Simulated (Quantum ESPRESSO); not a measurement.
# Y2Al3Fe with and without spin polarisation, part 2 of 2

Wanted: the size of the moments of Y2Al3Fe in the parallel state.

Quantum ESPRESSO 7.5; LDA; plane waves with GBRV 1.5 LDA potentials, no spin-orbit coupling.

So far, absolute magnetization (μB): step 2 (run 1, typed as ferro +) 2.55.

## 3. Start 2: no spin polarisation

Contents of pw.in:

```
&CONTROL
  calculation = 'scf'
  prefix = 'pwscf'
  outdir = './tmp'
  pseudo_dir = './pseudo'
  disk_io = 'nowf'
  tprnfor = .true.
  tstress = .true.
/
&SYSTEM
  ibrav = 0
  celldm(1) = 8
  nat = 6
  ntyp = 3
  ecutwfc = 40
  ecutrho = 280
  nbnd = 33
  occupations = 'smearing'
  smearing = 'fd'
  degauss = 0.00999582
/
&ELECTRONS
  conv_thr = 1.2d-08
  electron_maxstep = 150
  mixing_beta = 0.3
/
ATOMIC_SPECIES
Y      88.9058 y_lda_v1.4.uspp.F.UPF
Al     26.9815 al_lda_v1.uspp.F.UPF
Fe     55.8450 fe_lda_v1.5.uspp.F.UPF
CELL_PARAMETERS alat
   0.6541702194559    0.3776853522924    1.0349914184757
  -0.6541702194559    0.3776853522924    1.0349914184757
   0.0000000000000   -0.7553707045848    1.0349914184757
ATOMIC_POSITIONS crystal
Y       0.6256905500    0.6256905500    0.6256905500
Y       0.3743094500    0.3743094500    0.3743094500
Al      0.0000000000    0.5000000000    0.0000000000
Al      0.5000000000    0.0000000000    0.0000000000
Al      0.0000000000    0.0000000000    0.5000000000
Fe      0.0000000000    0.0000000000    0.0000000000
K_POINTS automatic
6 6 6 0 0 0
```

The run is started by

```
$ OMP_NUM_THREADS=1 mpirun -n 2 pw.x -nk 2 -in pw.in > pw.out
```

The log of the run:

```text
[banner, memory and clock lines left out]
Program PWSCF v.7.5 starts

     Message from routine setup:
     using ibrav=0 with symmetry is DISCOURAGED, use correct ibrav instead

     bravais-lattice index     =            0
     lattice parameter (alat)  =       8.0000  a.u.
     unit-cell volume          =     785.5591 (a.u.)^3
     number of atoms/cell      =            6
     number of atomic types    =            3
     number of electrons       =        47.00
     number of Kohn-Sham states=           33
     kinetic-energy cutoff     =      40.0000  Ry
     charge density cutoff     =     280.0000  Ry
     scf convergence threshold =      1.2E-08
     mixing beta               =       0.3000
     number of iterations used =            8  plain     mixing
     Exchange-correlation=  SLA  PZ   NOGX NOGC
                           (   1   1   0   0   0   0   0)

     celldm(1)=   8.000000  celldm(2)=   0.000000  celldm(3)=   0.000000
     celldm(4)=   0.000000  celldm(5)=   0.000000  celldm(6)=   0.000000

     crystal axes: (cart. coord. in units of alat)
               a(1) = (   0.654170   0.377685   1.034991 )
               a(2) = (  -0.654170   0.377685   1.034991 )
               a(3) = (   0.000000  -0.755371   1.034991 )

     reciprocal axes: (cart. coord. in units 2 pi/alat)
               b(1) = (  0.764327  0.441284  0.322064 )
               b(2) = ( -0.764327  0.441284  0.322064 )
               b(3) = (  0.000000 -0.882569  0.322064 )

     PseudoPot. # 1 for Y  read from file:
     y_lda_v1.4.uspp.F.UPF
     Pseudo is Ultrasoft + core correction, Zval = 11.0

     PseudoPot. # 2 for Al read from file:
     al_lda_v1.uspp.F.UPF
     Pseudo is Ultrasoft + core correction, Zval =  3.0

     PseudoPot. # 3 for Fe read from file:
     fe_lda_v1.5.uspp.F.UPF
     Pseudo is Ultrasoft + core correction, Zval = 16.0

     atomic species   valence    mass     pseudopotential
     Y                11.00    88.90580     Y ( 1.00)
     Al                3.00    26.98150     Al( 1.00)
     Fe               16.00    55.84500     Fe( 1.00)

     12 Sym. Ops., with inversion, found

   Cartesian axes

     site n.     atom                  positions (alat units)
         1        Y      tau(   1) = (   0.0000000  -0.0000000   1.9427530  )
         2        Y      tau(   2) = (  -0.0000000  -0.0000000   1.1622212  )
         3        Al     tau(   3) = (  -0.3270851   0.1888427   0.5174957  )
         4        Al     tau(   4) = (   0.3270851   0.1888427   0.5174957  )
         5        Al     tau(   5) = (   0.0000000  -0.3776854   0.5174957  )
         6        Fe     tau(   6) = (   0.0000000   0.0000000   0.0000000  )

     number of k points=    32  Fermi-Dirac smearing, width (Ry)=  0.0100
                       cart. coord. in units 2pi/alat
        k(    1) = (   0.0000000   0.0000000   0.0000000), wk =   0.0092593
        k(    2) = (   0.0000000  -0.1470948   0.0536773), wk =   0.0555556
        k(    3) = (   0.0000000  -0.2941896   0.1073546), wk =   0.0555556
        k(    4) = (   0.0000000   0.4412844  -0.1610319), wk =   0.0277778
        k(    5) = (  -0.1273878  -0.0735474   0.1073546), wk =   0.0555556
        [... 27 further k-points ...]

     Dense  grid:    62037 G-vectors     FFT dimensions: (  60,  60,  60)

     Smooth grid:    26859 G-vectors     FFT dimensions: (  45,  45,  45)

     Check: negative core charge=   -0.000010

     Initial potential from superposition of free atoms

     starting charge      45.9859, renormalised to      47.0000
     Starting wfcs are   51 randomized atomic wfcs

     Self-consistent Calculation

     iteration #  1     ecut=    40.00 Ry     beta= 0.30
     Davidson diagonalization with overlap
     ethr =  1.00E-02,  avg # of iterations =  2.8

     total energy              =    -453.23547494 Ry
     estimated scf accuracy    <       7.41891223 Ry

     iteration #  2     ecut=    40.00 Ry     beta= 0.30
     Davidson diagonalization with overlap
     ethr =  1.00E-02,  avg # of iterations =  5.1

     total energy              =    -455.21316157 Ry
     estimated scf accuracy    <      33.02852684 Ry

     [... further iterations left out ...]

     iteration # 17     ecut=    40.00 Ry     beta= 0.30
     Davidson diagonalization with overlap
     ethr =  1.92E-09,  avg # of iterations =  3.3

     total energy              =    -456.05462984 Ry
     estimated scf accuracy    <       0.00000043 Ry

     iteration # 18     ecut=    40.00 Ry     beta= 0.30
     Davidson diagonalization with overlap
     ethr =  9.16E-10,  avg # of iterations =  1.7

     End of self-consistent calculation

     [... lines left out ...]
     the Fermi energy is    10.0854 ev

!    total energy              =    -456.05462986 Ry
     estimated scf accuracy    <          5.3E-09 Ry
     smearing contrib. (-TS)   =      -0.02814530 Ry
     internal energy E=F+TS    =    -456.02648456 Ry

     The total energy is F=E-TS. E is the sum of the following terms:
     one-electron contribution =    -244.86727944 Ry
     hartree contribution      =     139.25261281 Ry
     xc contribution           =     -96.08821132 Ry
     ewald contribution        =    -254.32360661 Ry

     convergence has been achieved in  18 iterations

     Forces acting on atoms (cartesian axes, Ry/au):

     atom    1 type  1   force =     0.00000000   -0.00000000    0.00743481
     atom    2 type  1   force =    -0.00000000   -0.00000000   -0.00743481
     atom    3 type  2   force =     0.00000000    0.00000000    0.00000000
     atom    4 type  2   force =    -0.00000000   -0.00000000   -0.00000000
     atom    5 type  2   force =    -0.00000000    0.00000000    0.00000000
     atom    6 type  3   force =     0.00000000    0.00000000    0.00000000

     Total force =     0.010514     Total SCF correction =     0.000020

     Computing stress (Cartesian axis) and pressure

          total   stress  (Ry/bohr**3)                   (kbar)     P=      -76.68
  -0.00051432  -0.00000000  -0.00000000          -75.66       -0.00       -0.00
  -0.00000000  -0.00051432   0.00000000           -0.00      -75.66        0.00
  -0.00000000  -0.00000000  -0.00053520           -0.00       -0.00      -78.73
```

Elapsed: 63 s, on 2 MPI ranks of Arm Neoverse V2, shared host; peak memory 0.44 GiB; 2.1 min of CPU time.

Numbers from this step:

| Item | Value |
| --- | --- |
| smearing term TS | 0.3829 eV |
| pressure | -7.668 GPa |
| final state | non-magnetic (no spin polarisation) |

## 4. What a mistake does

One input was spoiled on purpose, to see how the program answers.

Changes to pw.in since step 3:

```diff
@@ -11,8 +11,9 @@
   ibrav = 0
-  celldm(1) = 8
   nat = 6
   ntyp = 3
+  lda_plus_u = .true.
+  Hubbard_U(1) = 4.0
   ecutwfc = 40
   ecutrho = 280
-  nbnd = 33
+  nbnd = 35
   occupations = 'smearing'
@@ -20,2 +21,6 @@
   degauss = 0.00999582
+  nspin = 2
+  starting_magnetization(1) = 0
+  starting_magnetization(2) = 0
+  starting_magnetization(3) = 0.175
 /
@@ -23,3 +28,3 @@
   conv_thr = 1.2d-08
-  electron_maxstep = 150
+  electron_maxstep = 50
   mixing_beta = 0.3
@@ -30,6 +35,6 @@
 Fe     55.8450 fe_lda_v1.5.uspp.F.UPF
-CELL_PARAMETERS alat
-   0.6541702194559    0.3776853522924    1.0349914184757
-  -0.6541702194559    0.3776853522924    1.0349914184757
-   0.0000000000000   -0.7553707045848    1.0349914184757
+CELL_PARAMETERS angstrom
+   2.7693757775    1.5988998506    4.3815509771
+  -2.7693757775    1.5988998506    4.3815509771
+   0.0000000000   -3.1977997012    4.3815509771
 ATOMIC_POSITIONS crystal
```

The log of the run:

```text
     [... lines left out ...]
Program PWSCF v.7.5 starts
     [... lines left out ...]
     Error in routine  system_checkin (1):
     DFT+Hubbard input syntax has changed since v7.1
 %%%%%%%%%%%%%%%%%%%%%%%%%%%%%%%%%%%%%%%%%%%%%%%%%%%%%%%%%%%%%%%%%%%%%%%%%%%%%%
     stopping ...
```

The job ended after 0.75 s (2 MPI ranks; peak memory 0.05 GiB).

The program refused the input before any cycle.

The program's message: “system_checkin (1): DFT+Hubbard input syntax has changed since v7.1”

The fault put into the input: the old Hubbard keywords.

## 5. Ranking

An order is kept where moments of 0.15 μB or more survive with the typed signs; meshes match where a doubled cell samples the same k points as the first cell.

Orders:

```csv
start,final state,typed order kept,energy over the lowest (meV a seeded atom),largest site moment (μB),net moment (μB a cell of the first run),mesh matched,CPU time (s)
ferro +,ferromagnetic,yes,0,2.073,1.916,yes,272.1
no spin polarisation,non-magnetic,-,163.2,0,0,yes,126.2
```

## 6. What came out

| Quantity | Value |
| --- | --- |
| state found | ferromagnetic (from ferro +) |
| largest site moment | 2.07 μB |
| state without moments | 163 meV a seeded atom higher |

No opposed start was run, so this says nothing of the order that the crystal takes. Energies are free energies at an electronic temperature of 1580 K, which lowers moments and differences where the moments are itinerant.

[Logs and program files are shortened in this print: banners, set-up blocks, solver, clock and traceback lines can be left out without a mark of their own.]

[Logs are printed without paths, hosts, clocks, repeated set-up lines and the standing remarks that a program may print on its own settings, such as how far it seeks lower states.]

[Hosts, paths, dates, database ids (printed as entryN), source tags and the programs' standing remarks are cut or masked in the printed files.]

[Where a cell is said to come from a database of computed structures, the database is the Materials Project.]
